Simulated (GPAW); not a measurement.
# Work function of Al(100) against the slab's thickness (PBEsol, GPAW)

How thick must a slab of Al(100) be for a steady work function?

All values are computed: GPAW 26.7.0, PBEsol, plane waves, scalar-relativistic unless marked; slabs or sheets with vacuum, the vacuum level from the planar mean of the electrostatic potential. 1×1 cells on a fixed bulk lattice, outer layers relaxed.

| layers | thickness (Å) | work function (eV) |
| --- | --- | --- |
| 4 | 6.1 | 4.29 |
| 5 | 8.2 | 4.34 |
| 6 | 10.2 | 4.31 |
| 7 | 12.2 | 4.31 |
| 8 | ? | ? |
| 10 | 18.4 | 4.36 |

**Fit.** The shown values lie within 0.04 eV of their mean, 4.32 eV, with no steady drift. The mean serves as the estimate. Confinement across the slab splits the bands into subbands, and the work function moves a little each time one crosses the Fermi level.

**The withheld row.** The prediction is the mean = 4.32 eV. The run gave thickness 14.2 Å, work function 4.31 eV. The miss in work function is -0.01 eV, within the scatter of the fitted rows.

The k-mesh adds scatter of its own.
